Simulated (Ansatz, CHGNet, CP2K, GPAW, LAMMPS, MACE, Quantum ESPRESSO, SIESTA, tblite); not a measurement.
# Amorphous SiO1.9 (78 atoms) in GPAW

How do the settings of GPAW change the result for amorphous SiO1.9 (78 atoms)? A plane-wave run serves as the yardstick.

Method: the method is named at each step, in GPAW 26.7.0.

## (1) The structure

The cell holds 78 atoms: 27 Si and 51 O. Cell: a = 10.502 Å, b = 10.502 Å, c = 10.502 Å, α = 90.0°, β = 90.0°, γ = 90.0°. 78 atoms (27 Si, 51 O) placed at random at 2.26 g/cm³, melted at 5000 K for 10 ps at fixed volume with the Tersoff Si-O potential (Munetoh et al., Comput. Mater. Sci. 39, 334 (2007)). Quenched from 5000 K to 500 K at 20 K/ps and fixed volume, annealed at 2000 K for 50 ps, held 5 ps.

The yardstick, on the same geometry:

```
method                 : Kohn-Sham DFT, PBE, PAW, plane waves (Ansatz 0.2.0); cutoff 420 eV, Γ point, fermi-dirac smearing of 0.05 eV; PAW set soft_2
r.m.s. force component : 1.36 eV/Å
longest force          : 4.969 eV/Å
pressure               : -1.152 GPa
SCF cycles             : 20
time                   : 21 s on 4 threads of Arm Neoverse V1, shared host
CPU time               : 82 s
```

## (2) PBE, LCAO dzp, h 0.18 Å

Method: Kohn-Sham DFT, PBE, PAW, atomic orbitals (dzp).

File run.py:

```python
import numpy as np
from ase.io import read
from gpaw import GPAW, FermiDirac

atoms = read("structure.xyz")
atoms.calc = GPAW(
    mode="lcao",
    basis="dzp",
    h=0.18,
    xc="PBE",
    kpts={"size": (1, 1, 1), "gamma": True},
    occupations=FermiDirac(0.05),
    maxiter=200,
    symmetry={"point_group": False},
    txt="gpaw.txt",
)
energy = atoms.get_potential_energy(force_consistent=True)
forces = atoms.get_forces()
print(f"energy {energy:.6f} eV")
print("forces (eV/A)")
for i, (a, f) in enumerate(zip(atoms, forces)):
    print(f"{i:4d} {a.symbol:2s} {f[0]:10.5f} {f[1]:10.5f} {f[2]:10.5f}")
print(f"Fermi level {atoms.calc.get_fermi_level():.4f} eV")
for k in range(len(atoms.calc.get_ibz_k_points())):
    for s in range(atoms.calc.get_number_of_spins()):
        e = atoms.calc.get_eigenvalues(kpt=k, spin=s)
        n = np.searchsorted(e, atoms.calc.get_fermi_level())
        print(f"k {k} spin {s} levels about the Fermi level:", np.round(e[max(n - 6, 0):n], 4).tolist(), "|", np.round(e[n:n + 6], 4).tolist())
```

File structure.xyz:

```xyz
78
Lattice="10.50180 0.00000 0.00000 0.00000 10.50180 0.00000 0.00000 0.00000 10.50180" Properties=species:S:1:pos:R:3 pbc="T T T"
Si 1.46490 7.10877 3.02116
Si 2.79516 7.75400 0.25446
Si 4.48154 3.50319 9.10433
Si 1.43098 1.28742 3.22374
Si 8.32971 0.05997 10.36748
Si 0.90547 10.46294 0.34771
Si 9.50024 8.35345 6.15679
Si 1.56109 5.09726 5.52941
Si 8.87633 7.58293 3.16640
Si 7.75852 5.81432 0.77934
Si 4.76488 0.63536 8.35292
Si 9.11934 5.52174 5.05693
Si 7.91311 7.92529 8.79095
Si 3.75649 3.23844 4.23244
Si 9.82548 3.61010 2.47118
Si 1.90933 1.96415 8.49144
Si 8.27941 0.93088 5.61237
Si 7.30348 10.27696 2.79768
Si 8.90826 3.15243 9.94037
Si 3.17690 6.16739 8.00048
Si 4.65597 8.57829 6.61697
Si 5.01829 9.83809 0.78165
Si 10.03888 3.30345 6.91838
Si 4.98468 4.59118 1.51478
Si 6.48570 5.98141 6.66182
Si 5.86273 2.80986 6.61844
Si 1.91910 9.30659 5.18285
O 9.11850 7.27260 4.83188
O 4.32433 4.24525 3.01832
O 7.23122 1.86554 6.54714
O 7.54470 9.31972 9.57029
O 4.88323 2.62156 5.27663
O 8.12188 6.90819 10.21678
O 0.57770 8.85207 6.11898
O 1.58640 0.55586 1.80536
O 5.62214 7.34328 6.09724
O 2.09448 8.29212 3.92400
O 8.50289 1.53515 9.68791
O 2.30735 6.99577 1.61507
O 4.20219 4.97838 8.39251
O 0.97121 2.53177 7.33824
O 7.96372 4.35919 0.03760
O 10.48678 7.68942 2.66147
O 8.36174 6.35873 2.22313
O 9.81855 10.01788 0.31789
O 5.16815 9.97104 7.26378
O 6.84875 6.78017 8.07126
O 9.38588 3.62270 8.36846
O 2.63228 6.70897 9.47903
O 3.44491 9.20913 5.68567
O 5.83816 4.48868 6.96553
O 1.31766 0.11762 4.36444
O 0.93897 1.14753 9.69726
O 9.40111 2.10803 5.90096
O 7.69803 5.28094 5.75730
O 0.31075 2.55110 3.25860
[... 18 atom lines left out ...]
O 7.64878 8.76165 3.20168
O 5.79983 10.30752 2.13460
O 1.79780 9.07461 10.33892
O 5.14494 2.23940 8.05719
```

Launch:

```sh
OMP_NUM_THREADS=1 python run.py > output.txt
```

The log of the run:

```text
energy -536.184686 eV
forces (eV/A)
   0 Si    1.04276    0.60607    0.06868
   1 Si   -3.90524   -0.10989   -2.17059
   2 Si   -0.69337    2.74521    2.00362
   3 Si    0.62943    1.22245    0.80832
   4 Si    1.46851   -0.17384    1.93641
   5 Si    1.50572   -1.37441   -0.60704
   6 Si    1.10181    3.39888    0.64211
   7 Si    3.06683    1.54080   -1.40825
   8 Si    0.22962    1.11271   -3.44601
   9 Si   -1.57989   -1.13202    0.82082
  10 Si   -3.20993   -2.90724    0.28866
  11 Si    0.90384   -1.14191   -1.79439
  12 Si   -1.32850   -4.39275    1.97850
  13 Si   -1.34212   -0.57724   -0.79804
  14 Si   -1.15671   -1.53476   -0.91443
  15 Si   -0.18500   -3.47343    3.05531
  16 Si   -0.23868   -0.32909   -0.37386
  17 Si    0.15410    1.94826    0.05073
  18 Si    1.19739    0.73645    0.93254
  19 Si    0.98514    2.02126    3.20338
  20 Si   -2.11487   -2.41846    1.13804
  21 Si   -1.47631    0.71516    0.23370
  22 Si    0.15189   -3.83853    0.25908
  23 Si   -2.42974    1.34160    0.01670
[...]
70 O     0.73052   -2.46089   -1.44102
  71 O     0.54515    2.03278   -1.25284
  72 O     1.07802   -0.57184    1.03267
  73 O     1.60543    0.45983    0.29643
  74 O     1.76124   -2.30051    0.49486
  75 O    -1.23725   -0.16440    1.80991
  76 O    -0.77422    0.94761    0.88233
  77 O     1.63094    1.18269   -0.68933
Fermi level 5.2128 eV
k 0 spin 0 levels about the Fermi level: [1.2223, 1.3666, 1.4538, 3.874, 4.8378, 5.1768] | [5.2489, 5.5847, 5.6896, 5.8727, 6.0284, 6.2607]
```

gpaw.txt:

```text
Input parameters:
  mode=LCAO(),
  basis={'default': 'dzp'},
  h=0.18,
  kpts=MonkhorstPack(size=(1, 1, 1), gamma=True),
  maxiter=200,
  occupations=Occupations(name='fermi-dirac', width=0.05, fixmagmom=False),
  symmetry=Symmetry(point_group=False),
  xc=XC(name='PBE')
Unit cell  # Å
| periodic |         x |         y |         z |   lengths |    angles |
|----------|-----------|-----------|-----------|-----------|-----------|
|      yes | 10.501800 |  0.000000 |  0.000000 | 10.501800 | 90.000000 |
|      yes |  0.000000 | 10.501800 |  0.000000 | 10.501800 | 90.000000 |
|      yes |  0.000000 |  0.000000 | 10.501800 | 10.501800 | 90.000000 |
Number of symmetries: 1
Symmetry operations  # r_c * U_cc + t_c -> r_c
|   | kind |            matrix            |
|---|------|------------------------------|
| 0 |  E   |  1, 0, 0,  0, 1, 0,  0, 0, 1 |
BZ-sampling:
  Number of BZ points: 1
  Number of IBZ points: 1
  Monkhorst-Pack size: [1, 1, 1]
  Monkhorst-Pack shift: [0, 0, 0]
[... lines left out ...]
  Fermi-Dirac:
[... lines left out ...]
xc functional:
  name: PBE with 2 nearest neighbor stencil
interpolation: tri-quintic # 5. degree polynomial
Initialization done in: 8.709 s
convergence criteria:
- Maximum [total energy] change in last 3 cyles: 0.0005 eV / valence electron
- Maximum integral of absolute [dens]ity change: 0.0001 electrons / valence electron
- Maximum integral of absolute [eigenst]ate change: 4e-08 eV^2 / valence electron
maximum number of iterations: 200
SCF iterations
|iter     |      energy | eigst |  dens |
|---------|-------------|-------|-------|
|iter:   1| -587.598074 |      c|       |
|iter:   2| -573.974236 |      c| -0.77 |
|iter:   3| -542.748047 |      c| -0.83 |
|iter:   4| -549.119891 |      c| -1.30 |
[...]
|iter:   8| -536.305617 |      c| -1.83 |
|iter:   9| -536.148687 |      c| -2.18 |
|iter:  10| -536.144101c|      c| -2.52 |
|iter:  11| -536.134600c|      c| -2.66 |
|iter:  12| -536.121484c|      c| -2.84 |
|iter:  13| -536.121630c|      c| -3.27 |
|iter:  14| -536.120938c|      c| -3.46 |
|iter:  15| -536.121097c|      c| -3.72 |
|iter:  16| -536.120940c|      c| -4.02c|
Converged in 16 steps
SCF loop duration: 153.906 s (9.619 s/step)
Energy contributions relative to reference atoms: (reference = -317014.762114)
Energy contributions:
  Kinetic:         498.124427
  Coulomb:        -427.073956
  Zero:              5.775082
  External:          0.000000
  Xc:             -612.882746
  Entropy:          -0.127493
  Spinorbit:         0.000000
  ----------------------------
  Free energy:    -536.184686
  Extrapolated:   -536.120940
dipole moment: (64.763058, -14.964333, -37.407257)  # |e|*Ang
Fermi level: 5.213
Eigenvalues  # (at kpt = [0.000, 0.000, 0.000])
| band index |      eig [eV] | occ [0-2] |
|------------|---------------|-----------|
|          0 |       -20.600 |     2.000 |
|        ... |               |           |
|        199 |         1.019 |     2.000 |
|        200 |         1.049 |     2.000 |
[...]
|        214 |         6.541 |     0.000 |
|        ... |               |           |
|        252 |         9.938 |     0.000 |
Gap: 0.072 eV
Transition (v -> c):
  (s=0, k=0, n=206, [0.00, 0.00, 0.00]) -> (s=0, k=0, n=207, [0.00, 0.00, 0.00])
No difference between direct/indirect transitions
Force computation time: 21.009  # s
timing:  # [seconds]
  Total:  183.651  # ━━━━━━━━━━━━━━━━━━━━━━━━━━━━━━━━━━━━━━━━━━━━━━━━━━━━━━━━
  Init:     8.708  # ━━╸
  SCF:    153.906  # ━━━━━━━━━━━━━━━━━━━━━━━━━━━━━━━━━━━━━━━━━━━━━━━
  Forces:  21.009  # ━━━━━━╸
```

It took 3.1 min on 1 thread of Arm Neoverse V1, shared host; peak memory 1.5 GiB.

Banners, paths, timers and routine set-up lines are dropped from the logs unmarked, and long logs keep their key lines alone; longer cuts are marked.

Numbers from this run, and their distance from the reference:

| Property | Result |
| --- | --- |
| r.m.s. force component | 1.421 eV/Å |
| r.m.s. difference of force components | 296.8 meV/Å |
| longest difference of force vectors | 766.9 meV/Å |
| force difference over r.m.s. force | 21.82 % |
| slope of forces against the reference's | 1.022 |
| correlation of force components | 0.9782 |

Length of the force difference by element (eV/Å):

```csv
element,atoms,mean,most
O,51,0.57,0.77
Si,27,0.33,0.70
```

The surroundings of Si13, which bears the longest force, nearest first, numbered as they follow in the input and with coordinates relative to it.

| atom | x | y | z | distance (Å) | bonds | Fx | Fy | Fz (eV/Å) |
| --- | --- | --- | --- | --- | --- | --- | --- | --- |
| Si13 | 0.00 | 0.00 | 0.00 | 0.00 | 4 | -1.33 | -4.39 | 1.98 |
| O73 | 1.15 | 0.05 | -1.13 | 1.61 | 2 | 1.08 | -0.57 | 1.03 |
| O31 | -0.37 | 1.39 | 0.78 | 1.64 | 2 | -0.28 | 1.26 | -0.39 |
| O47 | -1.06 | -1.15 | -0.72 | 1.72 | 2 | 0.83 | 0.39 | 0.84 |
| O33 | 0.21 | -1.02 | 1.43 | 1.76 | 2 | 1.11 | 3.18 | -2.69 |
| Si5 | 0.42 | 2.64 | 1.58 | 3.10 | 4 | 1.47 | -0.17 | 1.94 |
| Si7 | 1.59 | 0.43 | -2.63 | 3.11 | 4 | 1.10 | 3.40 | 0.64 |
| Si25 | -1.43 | -1.94 | -2.13 | 3.22 | 4 | -0.62 | 1.73 | 1.05 |
| Si10 | -0.15 | -2.11 | 2.49 | 3.27 | 4 | -1.58 | -1.13 | 0.82 |

Atoms are counted from 1 here, from 0 in the log.

Forces lie 22 % from the reference's, at 2.3 times its CPU time (on 1 against 4 cores).

## (3) PBE, LCAO szp(dzp), h 0.18 Å

Method: Kohn-Sham DFT, PBE, PAW, atomic orbitals (szp(dzp)).

Changes to run.py since step 2:

```diff
@@ -7,3 +7,3 @@
     mode="lcao",
-    basis="dzp",
+    basis="szp(dzp)",
     h=0.18,
```

structure.xyz is that of step 2.

The log of the run:

```text
energy -507.066076 eV
forces (eV/A)
   0 Si    1.11533    0.67777    0.14307
   1 Si   -3.99174   -0.20899   -2.39611
   2 Si   -0.53045    2.69660    2.17810
   3 Si    0.74042    1.10810    0.87199
   4 Si    1.41953   -0.09470    2.05566
   5 Si    1.47636   -1.44431   -0.89693
[...]
75 O    -1.08353   -0.19803    1.96868
  76 O    -0.72873    0.89501    1.03762
  77 O     1.70021    1.17406   -0.80671
Fermi level 5.4146 eV
k 0 spin 0 levels about the Fermi level: [1.4268, 1.5764, 1.6938, 4.1267, 5.0274, 5.378] | [5.4515, 5.7451, 5.8375, 6.0012, 6.1265, 6.3833]
```

gpaw.txt:

```text
Input parameters:
  mode=LCAO(),
  basis={'default': 'szp(dzp)'},
  h=0.18,
  kpts=MonkhorstPack(size=(1, 1, 1), gamma=True),
  maxiter=200,
  occupations=Occupations(name='fermi-dirac', width=0.05, fixmagmom=False),
[... lines left out ...]
  Fermi-Dirac:
[... lines left out ...]
convergence criteria:
- Maximum [total energy] change in last 3 cyles: 0.0005 eV / valence electron
[... lines left out ...]
Converged in 16 steps
[... lines left out ...]
  Free energy:    -507.066076
[... lines left out ...]
Fermi level: 5.415
[... lines left out ...]
|        ... |               |           |
|        252 |        10.228 |     0.000 |
Gap: 0.074 eV
Transition (v -> c):
  (s=0, k=0, n=206, [0.00, 0.00, 0.00]) -> (s=0, k=0, n=207, [0.00, 0.00, 0.00])
No difference between direct/indirect transitions
Force computation time: 15.222  # s
timing:  # [seconds]
  Total:  142.072  # ━━━━━━━━━━━━━━━━━━━━━━━━━━━━━━━━━━━━━━━━━━━━━━━━━━━━━━━━
  Init:     8.498  # ━━━╸
  SCF:    118.324  # ━━━━━━━━━━━━━━━━━━━━━━━━━━━━━━━━━━━━━━━━━━━━━━╸
  Forces:  15.222  # ━━━━━━
```

Run time: 2.4 min. Hardware: 1 thread; peak memory 1.4 GiB.

Compared with the plane-wave run:

- r.m.s. force component: 1.434 eV/Å
- r.m.s. difference of force components: 297.9 meV/Å
- longest difference of force vectors: 1038 meV/Å
- force difference over r.m.s. force: 21.9 %
- slope of forces against the reference's: 1.032
- correlation of force components: 0.9786

This is a coarse setting, run to see what it loses.

Against the first run (22 %), the force difference from the reference is 22 %, at 0.78 times the CPU time, with 702 basis functions against 1014.

## (4) PBE, LCAO sz(dzp), h 0.18 Å

Method: Kohn-Sham DFT, PBE, PAW, atomic orbitals (sz(dzp)).

Changes to run.py since step 3:

```diff
@@ -7,3 +7,3 @@
     mode="lcao",
-    basis="szp(dzp)",
+    basis="sz(dzp)",
     h=0.18,
```

structure.xyz is that of step 3.

The log of the run:

```text
energy -397.920699 eV
forces (eV/A)
   0 Si    1.86849    0.06065   -0.84139
   1 Si   -3.97562   -1.24867   -2.68453
   2 Si    0.72688    2.80634    2.10905
   3 Si    0.72039    1.03637    1.50198
   4 Si    0.48528   -0.12521    1.23961
   5 Si    1.83441   -1.88375   -0.28991
   6 Si    1.00943    3.70028    0.54819
   7 Si    2.85750    1.48114   -1.09542
   8 Si   -0.23779    1.70726   -3.70612
   9 Si   -1.21462   -1.23003    0.96499
  10 Si   -2.21498   -3.16565   -0.05849
  11 Si    1.62878   -1.94829   -1.81030
  12 Si   -1.45334   -4.56101    2.54442
  13 Si   -0.95649   -1.05541   -0.72643
  14 Si   -2.30111   -1.92728   -0.39627
  15 Si   -1.40668   -3.50852    2.88688
  16 Si   -0.20015   -0.48157    0.05960
  17 Si    0.07584    2.81783    1.38020
  18 Si    1.20051    0.28244   -0.27463
  19 Si    0.74328    1.82715    3.49269
  20 Si   -1.23353   -1.59154    0.29657
  21 Si   -2.47079    1.42102    0.33698
  22 Si   -0.21582   -3.61879   -0.55910
  23 Si   -3.96898    2.34435    0.08843
[...]
70 O     0.62555   -3.02580   -1.55390
  71 O     0.65113    2.42635   -0.94493
  72 O     1.31463   -0.96958    1.22289
  73 O     1.67780    0.38279    0.15392
  74 O     1.45344   -2.70789    0.65415
  75 O    -1.68120   -0.16651    1.75254
  76 O    -0.64563    0.94099    0.55128
  77 O     1.66930    1.24505   -0.62244
Fermi level 6.2300 eV
k 0 spin 0 levels about the Fermi level: [2.6207, 2.675, 2.9741, 4.6295, 5.7409, 6.1936] | [6.2907, 6.3533, 6.4324, 6.5699, 6.7124, 7.0701]
```

gpaw.txt:

```text
Input parameters:
  mode=LCAO(),
  basis={'default': 'sz(dzp)'},
  h=0.18,
  kpts=MonkhorstPack(size=(1, 1, 1), gamma=True),
  maxiter=200,
  occupations=Occupations(name='fermi-dirac', width=0.05, fixmagmom=False),
  symmetry=Symmetry(point_group=False),
  xc=XC(name='PBE')
Unit cell  # Å
| periodic |         x |         y |         z |   lengths |    angles |
[... lines left out ...]
  Fermi-Dirac:
[... lines left out ...]
convergence criteria:
- Maximum [total energy] change in last 3 cyles: 0.0005 eV / valence electron
[... lines left out ...]
Converged in 17 steps
[... lines left out ...]
  Free energy:    -397.920699
  Extrapolated:   -397.843660
dipole moment: (64.854650, -14.458986, -38.672287)  # |e|*Ang
Fermi level: 6.230
Eigenvalues  # (at kpt = [0.000, 0.000, 0.000])
| band index |      eig [eV] | occ [0-2] |
|------------|---------------|-----------|
|          0 |       -19.900 |     2.000 |
|        ... |               |           |
|        199 |         2.421 |     2.000 |
|        200 |         2.515 |     2.000 |
[...]
|        214 |         7.427 |     0.000 |
|        ... |               |           |
|        252 |        11.933 |     0.000 |
Gap: 0.097 eV
Transition (v -> c):
  (s=0, k=0, n=206, [0.00, 0.00, 0.00]) -> (s=0, k=0, n=207, [0.00, 0.00, 0.00])
No difference between direct/indirect transitions
Force computation time: 4.524  # s
timing:  # [seconds]
  Total:  61.175  # ━━━━━━━━━━━━━━━━━━━━━━━━━━━━━━━━━━━━━━━━━━━━━━━━━━━━━━━━━
  Init:    7.258  # ━━━━━━━
  SCF:    49.367  # ━━━━━━━━━━━━━━━━━━━━━━━━━━━━━━━━━━━━━━━━━━━━━━
  Forces:  4.524  # ━━━━
```

The job ended after 63 s (1 thread; peak memory 1.1 GiB).

Against the reference:

* r.m.s. force component: 1.562 eV/Å
* r.m.s. difference of force components: 672.7 meV/Å
* longest difference of force vectors: 2364 meV/Å
* force difference over r.m.s. force: 49.45 %
* slope of forces against the reference's: 1.037
* correlation of force components: 0.903

This is a coarse setting, run to see what it loses.

Against the first run (22 %), the force difference from the reference is 49 %, at 0.34 times the CPU time, with 312 basis functions against 1014: the smaller basis costs accuracy.

## (5) All runs compared

Differences are against the plane-wave reference, forces as r.m.s. over components; share is that over the reference's r.m.s. force, slope the least-squares factor from reference forces to these. Total energies of different programs have different zeros and aren't compared.

```csv
run,"Δ force, r.m.s. (meV/Å)",share (%),slope,cores,CPU time,memory (GiB)
reference,-,-,-,4,82 s,1.2
"GPAW PBE, LCAO dzp, h 0.18 Å",297,21.8,1.022,1,3.1 min,1.5
"GPAW PBE, LCAO szp(dzp), h 0.18 Å (coarse)",298,21.9,1.032,1,2.4 min,1.4
"GPAW PBE, LCAO sz(dzp), h 0.18 Å (coarse)",673,49.5,1.037,1,63 s,1.1
```

Rows marked coarse were listed beforehand as settings not expected to be converged; some can still land near the reference.

CPU time is summed over cores on a shared host, where runs went side by side, so it is rough. Symmetry, cutoffs, thresholds, outputs and thread counts weren't matched or tuned between programs; memory under MPI is the largest rank's times the ranks.

## (6) What came out

```
nearest in forces : a tie at 22 % of 2 runs: GPAW PBE, LCAO dzp, h 0.18 Å; GPAW PBE, LCAO szp(dzp), h 0.18 Å (coarse)
```

What this shows: The PBE run in local orbitals, coarse settings apart, differs by 22 % (GPAW PBE, LCAO dzp, h 0.18 Å); basis, grid and potentials can all enter. Runs with settings chosen to be coarse differ by 22 % (GPAW PBE, LCAO szp(dzp), h 0.18 Å) to 49 % (GPAW PBE, LCAO sz(dzp), h 0.18 Å), their programs' other errors included. None of the electronic-structure runs in the table takes under half the reference's CPU time of 82 s; they take 0.76 to 2.3 times as much. The quench rate of 20 K/ps is many orders above laboratory rates, so the cell is likely richer in defects and strain than a real sample. The network of bonds at the start is that of the classical potential that made the cell, and needn't be the one that DFT or experiment would give. The reference's stress is far from hydrostatic: its diagonal is 2.8, -3.6, -2.6 GPa, compression counted positive. The electronic-structure runs sample only Γ, in a cell whose shortest periodic width is 11 Å, which is coarse for a cell with partly filled levels.

[Also dropped from logs without a mark: logging warnings of Python, and SIESTA's first energy breakdown and zero terms.]

[Logs are printed without paths, hosts, clocks, repeated set-up lines and the standing remarks that a program may print on its own settings, such as how far it seeks lower states.]

[Hosts, paths, dates, database ids (printed as entryN), source tags and the programs' standing remarks are cut or masked in the printed files.]
